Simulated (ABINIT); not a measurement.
**A GW chain in ABINIT: K2LiAlH6 (Fm-3m)**

How does a plane-wave GW calculation on K2LiAlH6 (Fm-3m) run from the first input to the gap?

Calculated with ABINIT 10.8.3; LDA and many-body steps on it, plane waves.

## 1. Set-up

The structure is cubic, space group Fm-3m (No. 225). The conventional cell has a = 7.761 Å, b = 7.761 Å, c = 7.761 Å, α = 90.00°, β = 90.00°, γ = 90.00°. K has 12 H at 2.75 Å nearest. Nearest to Li lie 6 H at 2.11 Å. Nearest to Al lie 6 H at 1.77 Å. H has 1 Al at 1.77 Å and 1 Li at 2.11 Å and 4 H at 2.50 Å and 4 K at 2.75 Å nearest. Farther neighbours are not listed.

The cell and positions are those that the Materials Project relaxed with its own functionals (PBE, PBE+U or r2SCAN), kept fixed.

## 2. Ground state

This step: ABINIT 10.8.3; DFT, LDA, plane waves, norm-conserving pseudopotentials.

The ground-state density comes first.

Contents of run.abi:

```
acell 3*1.0 Angstrom
rprim 
  -0.000000000000 3.880349530400 3.880349530400
  3.880349530400 0.000000000000 3.880349530400
  3.880349530400 3.880349530400 0.000000000000
ntypat 4
znucl 19 3 13 1
natom 10
typat 1 1 2 3 4 4 4 4 4 4
xred 
  0.750000000000 0.750000000000 0.750000000000
  0.250000000000 0.250000000000 0.250000000000
  0.500000000000 0.500000000000 0.500000000000
  0.000000000000 -0.000000000000 -0.000000000000
  0.772107360000 0.227892640000 0.227892640000
  0.772107360000 0.227892640000 0.772107360000
  0.227892640000 0.772107360000 0.772107360000
  0.227892640000 0.772107360000 0.227892640000
  0.227892640000 0.227892640000 0.772107360000
  0.772107360000 0.772107360000 0.227892640000
pp_dirpath "pseudos"
pseudos "K.upf, Li.upf, Al.upf, H.upf"
ecut 33
ngkpt 6 6 6
nshiftk 1
shiftk 0 0 0
kptopt 1
chksymbreak 0
nband 24
occopt 1
tolvrs 1e-10
nstep 60
prtwf 0
optforces 0
optstress 0
indata_prefix "in"
outdata_prefix "out"
tmpdata_prefix "tmp"
```

Run with:

```bash
> OMP_NUM_THREADS=1 mpirun -n 4 abinit run.abi > log
```

Numbers of over 12 decimals in the logs are rounded to 6 here.

Log:

```text
.Version 10.8.3 of ABINIT. v10.8.2 released Aug 2026.

 Symmetries : space group Fm -3 m (#225); Bravais cF (face-center cubic)
================================================================================
 Values of the parameters that define the memory need of the present run
     intxc =       0    ionmov =       0      iscf =       7    lmnmax =       6
     lnmax =       6     mgfft =      54  mpssoang =       3    mqgrid =    3001
     natom =      10  nloc_mem =       1    nspden =       1   nspinor =       1
    nsppol =       1      nsym =      48    n1xccc =    2501    ntypat =       4
    occopt =       1   xclevel =       1
-    mband =          24        mffmem =           1         mkmem =           4
       mpw =        7169          nfft =      157464          nkpt =          16
================================================================================
  Rough estimation (10% accuracy) of disk space for files :
================================================================================

--------------------------------------------------------------------------------
------------- Echo of variables that govern the present computation ------------
--------------------------------------------------------------------------------
 -outvars: echo values of preprocessed input variables --------
            acell      1.8897261259E+00  1.8897261259E+00  1.8897261259E+00 Bohr

      chksymbreak           0
             ecut      3.30000000E+01 Hartree
-          fftalg         312

              ixc       -1012
              kpt      0.00000000E+00  0.00000000E+00  0.00000000E+00
                       1.66666667E-01  0.00000000E+00  0.00000000E+00
                       3.33333333E-01  0.00000000E+00  0.00000000E+00
                       5.00000000E-01  0.00000000E+00  0.00000000E+00
                       1.66666667E-01  1.66666667E-01  0.00000000E+00
                       3.33333333E-01  1.66666667E-01  0.00000000E+00
                       5.00000000E-01  1.66666667E-01  0.00000000E+00
                      -3.33333333E-01  1.66666667E-01  0.00000000E+00
                      -1.66666667E-01  1.66666667E-01  0.00000000E+00
   [... 5 further rows ...]
                      -3.33333333E-01  3.33333333E-01  1.66666667E-01
                      -3.33333333E-01  5.00000000E-01  1.66666667E-01
         kptrlatt        6    0    0      0    6    0      0    0    6
          kptrlen      6.22208533E+01
P           mkmem           4
            natom          10
            nband          24
            ngfft          54      54      54
             nkpt          16
            nstep          60
             nsym          48
           ntypat           4
              occ      2.000000  2.000000  2.000000  2.000000  2.000000  2.000000
                       2.000000  2.000000  2.000000  2.000000  2.000000  2.000000
                       2.000000  2.000000  2.000000  0.000000  0.000000  0.000000
                       0.000000  0.000000  0.000000  0.000000  0.000000  0.000000
        optforces           0
        optstress           0
            prtwf           0
            rprim     -0.0000000000E+00  3.8803495304E+00  3.8803495304E+00
[...]
spgroup         225

           tolvrs      1.00000000E-10

             xred      7.5000000000E-01  7.5000000000E-01  7.5000000000E-01
[...]
znucl       19.00000    3.00000   13.00000    1.00000

================================================================================

 chkinp: Checking input parameters for consistency.

================================================================================
== DATASET  1 ==================================================================
-   mpi_nproc: 4, omp_nthreads: 1 (-1 if OMP is not activated)

--- !DatasetInfo
iteration_state: {dtset: 1, }
dimensions: {natom: 10, nkpt: 16, mband: 24, nsppol: 1, nspinor: 1, nspden: 1, mpw: 7169, }
cutoff_energies: {ecut:  33.0, pawecutdg:  -1.0, }
electrons: {nelect:   3.00000000E+01, charge:   0.00000000E+00, occopt:   1.00000000E+00, tsmear:   1.00000000E-02, }

 Real(R)+Recip(G) space primitive vectors, cartesian coordinates (Bohr,Bohr^-1):
 R(1)=  0.0000000  7.3327979  7.3327979  G(1)= -0.0681868  0.0681868  0.0681868
 R(2)=  7.3327979  0.0000000  7.3327979  G(2)=  0.0681868 -0.0681868  0.0681868
 R(3)=  7.3327979  7.3327979  0.0000000  G(3)=  0.0681868  0.0681868 -0.0681868
 Unit cell volume ucvol=  7.8856798E+02 bohr^3
 Angles (23,13,12)=  6.00000000E+01  6.00000000E+01  6.00000000E+01 degrees

 getcut: wavevector=  0.0000  0.0000  0.0000  ngfft=  54  54  54
         ecut(hartree)=     33.000   => boxcut(ratio)=   2.01435

--- Pseudopotential description ------------------------------------------------
- K Generated using ONCVPSP code by D. R. Hamann
- 19.00000   9.00000  180309                  znucl, zion, pspdat
12 -1012 2 -1 2170                            pspcod,pspxc,lmax,lloc,mmax
     nproj     2     2     2
  pspatm : epsatm=    8.21740868
         --- l  ekb(1:nproj) -->
[...]
pspatm: atomic psp has been read  and splines computed

- Li Generated using ONCVPSP code by D. R. Hamann
-  3.00000   3.00000  180309                  znucl, zion, pspdat
12 -1012 1 -1 1944                            pspcod,pspxc,lmax,lloc,mmax
     nproj     2     2     0
[...]
12 -1012 2 -1 1854                            pspcod,pspxc,lmax,lloc,mmax
     nproj     2     2     2
  pspatm : epsatm=    0.57439143
         --- l  ekb(1:nproj) -->
[...]
pspatm: atomic psp has been read  and splines computed

- H Generated using ONCVPSP code by D. R. Hamann
-  1.00000   1.00000  180309                  znucl, zion, pspdat
12 -1012 1 -1 1180                            pspcod,pspxc,lmax,lloc,mmax
     nproj     2     1     0
  pspatm : epsatm=    0.35439867
         --- l  ekb(1:nproj) -->
[...]
1   -0.275071
 pspatm: atomic psp has been read  and splines computed

   6.52492599E+02                                ecore*ucvol(ha*bohr**3)
--------------------------------------------------------------------------------

_setup2: Arith. and geom. avg. npw (full set) are    7141.634    7141.626

================================================================================

--- !BeginCycle
iteration_state: {dtset: 1, }
solver: {iscf: 7, nstep: 60, nline: 4, wfoptalg: 0, }
tolerances: {tolvrs: 1.00E-10, }

     iter   Etot(hartree)      deltaE(h)  residm     vres2
 ETOT  1  -72.799993934388    -7.280E+01 4.508E-02 4.330E+02
 ETOT  2  -72.885244662283    -8.525E-02 1.078E-02 6.674E+00
 ETOT  3  -72.885533958241    -2.893E-04 6.821E-03 1.319E+00
 ETOT  4  -72.885606689692    -7.273E-05 2.593E-03 3.814E-02
 ETOT  5  -72.885610186203    -3.497E-06 2.306E-03 4.760E-03
 ETOT  6  -72.885610495350    -3.091E-07 7.498E-04 1.971E-05
 ETOT  7  -72.885610497872    -2.521E-09 5.507E-04 5.313E-07
 ETOT  8  -72.885610497972    -9.986E-11 2.228E-04 2.384E-08
 ETOT  9  -72.885610497970     1.677E-12 1.266E-04 3.658E-10
 ETOT 10  -72.885610497972    -2.117E-12 1.086E-04 4.194E-12

 At SCF step   10       vres2   =  4.19E-12 < tolvrs=  1.00E-10 =>converged.

--- !ResultsGS
iteration_state: {dtset: 1, }
comment   : Summary of ground state results
lattice_vectors:
- [ -0.0000000,   7.3327979,   7.3327979, ]
- [  7.3327979,   0.0000000,   7.3327979, ]
- [  7.3327979,   7.3327979,   0.0000000, ]
lattice_lengths: [  10.37014,   10.37014,   10.37014, ]
lattice_angles: [ 60.000,  60.000,  60.000, ] # degrees, (23, 13, 12)
lattice_volume:   7.8856798E+02
convergence: {deltae: -2.117E-12, res2:  4.194E-12, residm:  1.086E-04, diffor:  0.000E+00, }
etotal    :  -7.28856105E+01
entropy   :   0.00000000E+00
fermie    :   8.08655080E-02
cartesian_stress_tensor: null
pressure_GPa: null
xred      :
- [  7.5000E-01,   7.5000E-01,   7.5000E-01,  K]
- [  2.5000E-01,   2.5000E-01,   2.5000E-01,  K]
- [  5.0000E-01,   5.0000E-01,   5.0000E-01, Li]
- [  0.0000E+00,   0.0000E+00,   0.0000E+00, Al]
- [  7.7211E-01,   2.2789E-01,   2.2789E-01,  H]
- [  7.7211E-01,   2.2789E-01,   7.7211E-01,  H]
- [  2.2789E-01,   7.7211E-01,   7.7211E-01,  H]
- [  2.2789E-01,   7.7211E-01,   2.2789E-01,  H]
- [  2.2789E-01,   2.2789E-01,   7.7211E-01,  H]
- [  7.7211E-01,   7.7211E-01,   2.2789E-01,  H]
cartesian_forces: null
force_length_stats: {min: null, max: null, mean: null, }

 Integrated electronic density in atomic spheres:
 ------------------------------------------------
 Atom  Sphere_radius  Integrated_density
[...]
================================================================================

 ----iterations are completed or convergence reached----

 Mean square residual over all n,k,spin=   93.285E-08; max=  10.865E-05
 reduced coordinates (array xred) for   10 atoms
[...]
0.772107360000      0.227892640000      0.772107360000
       0.227892640000      0.772107360000      0.772107360000
       0.227892640000      0.772107360000      0.227892640000
       0.227892640000      0.227892640000      0.772107360000
       0.772107360000      0.772107360000      0.227892640000
 rms dE/dt=  0.0000E+00; max dE/dt=  0.0000E+00; dE/dt below (all hartree)
    1       0.000000000000      0.000000000000      0.000000000000
    2       0.000000000000      0.000000000000      0.000000000000
    3       0.000000000000      0.000000000000      0.000000000000
    4       0.000000000000      0.000000000000      0.000000000000
    5       0.000000000000      0.000000000000      0.000000000000
    6       0.000000000000      0.000000000000      0.000000000000
    7       0.000000000000      0.000000000000      0.000000000000
    8       0.000000000000      0.000000000000      0.000000000000
    9       0.000000000000      0.000000000000      0.000000000000
   10       0.000000000000      0.000000000000      0.000000000000

 cartesian coordinates (angstrom) at end:
[...]
6      3.880350     5.992093     3.880350
    7      5.992093     3.880350     3.880350
    8      3.880350     1.768606     3.880350
    9      3.880350     3.880350     1.768606
   10      3.880350     3.880350     5.992093
 length scales=  1.889726125908  1.889726125908  1.889726125908 bohr
              =  1.000000000000  1.000000000000  1.000000000000 angstroms
 prteigrs : about to open file out_EIG
 Fermi (or HOMO) energy (hartree) =   0.08087   Average Vxc (hartree)=  -0.32890
 Eigenvalues (hartree) for nkpt=  16  k points:
 kpt#   1, nband= 24, wtk=  0.00463, kpt=  0.0000  0.0000  0.0000 (reduced coord)
  -1.54991   -0.97939   -0.97726   -0.38517   -0.38517   -0.38517   -0.37803   -0.37803
  -0.37803   -0.17227   -0.02700   -0.02700   -0.02700    0.05986    0.05986    0.16004
   0.26981    0.26981    0.26981    0.29146    0.29146    0.29146    0.37182    0.37190
 prteigrs : prtvol=0 or 1, do not print more k-points.

--- !EnergyTerms
iteration_state     : {dtset: 1, }
comment             : Components of total free energy in Hartree
kinetic             :  2.98856632056695E+01
hartree             :  1.54514037909916E+01
xc                  : -1.72556833283565E+01
Ewald energy        : -4.68009252433050E+01
psp_core            :  8.27439883161490E-01
local_psp           : -5.89489067032402E+01
non_local_psp       :  3.95539789710725E+00
total_energy        : -7.28856104979720E+01
total_energy_eV     : -1.98331849903444E+03
band_energy         : -1.18961083791519E+01

== END DATASET(S) ==============================================================
================================================================================

 -outvars: echo values of variables after computation  --------
           etotal     -7.2885610498E+01
            nband          24
             nkpt          16
          spgroup         225
 [... the other variables as echoed above ...]

 Calculation completed.
```

Wall time 54 s (4 MPI ranks of Arm Neoverse N1, shared host); peak memory 0.44 GiB; 3.5 min of CPU time.

This step gave:

```
total energy               : -1983.3185 eV
gap                        : 2.154 eV
k of the valence top       : 0.5, 0.5, 0
k of the conduction bottom : 0, 0, 0
least direct gap           : 2.726 eV
```

The gap is indirect, with the least direct gap 0.57 eV higher.

(Part 1 of 3 ends here.)

[Paths, hosts, dates, memory and timing lines, banners, echoed tables and standing remarks are left out of the program output.]

[Logs are printed without paths, hosts, clocks, repeated set-up lines and the standing remarks that a program may print on its own settings, such as how far it seeks lower states.]

[Runs of the session that timed out or met a known fault of the program may be left out.]

[Hosts, paths, dates, database ids (printed as entryN), source tags and the programs' standing remarks are cut or masked in the printed files.]

[G0W0 gaps are taken among the corrected bands and points alone; a level outside them can change the order at an edge.]

[Where Ansatz stands beside ABINIT at settings called matched, ABINIT's density can come from a denser mesh and the files from another edition; pairs whose starting gaps differed by over 0.03 eV were left out, so agreement reads better than it is.]
